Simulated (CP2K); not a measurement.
Two runs for the F K edge of fluoroallene. Run A: CP2K XAS_TDP, all-electron GAPW, PBEh(45%), aug-cc-pVDZ, TDA, no relativity. Run B differs in one setting.

First lines with a strength over 0.0015. A:

```csv
atom,energy (eV),states,"strength, one atom"
F4 (bonded to C),681.87,1,0.0251
,683.51,1,0.0078
,684.52,1,0.0035
,686.17,1,0.0025
,686.71,1,0.0146
```

B:

```csv
atom,energy (eV),states,"strength, one atom"
F4 (bonded to C),688.06,1,0.0249
,689.70,1,0.0077
,690.71,1,0.0035
,692.36,1,0.0025
,692.90,1,0.0145
```

Q: Which was it: the functional, the basis, scalar relativity switched on, GW2X switched on?

GW2X switched on. GW2X shifts an atom's lines together and keeps their spacings. Against PBEh(45%) in aug-cc-pVDZ, the leading line moves by +6.19 eV, to 688.06 eV.

[Banner, clock and machine lines of the logs are left out without a mark of their own.]

[Logs are printed without paths, hosts, clocks, repeated set-up lines and the standing remarks that a program may print on its own settings, such as how far it seeks lower states.]

[Hosts, paths, dates, database ids (printed as entryN), source tags and the programs' standing remarks are cut or masked in the printed files.]
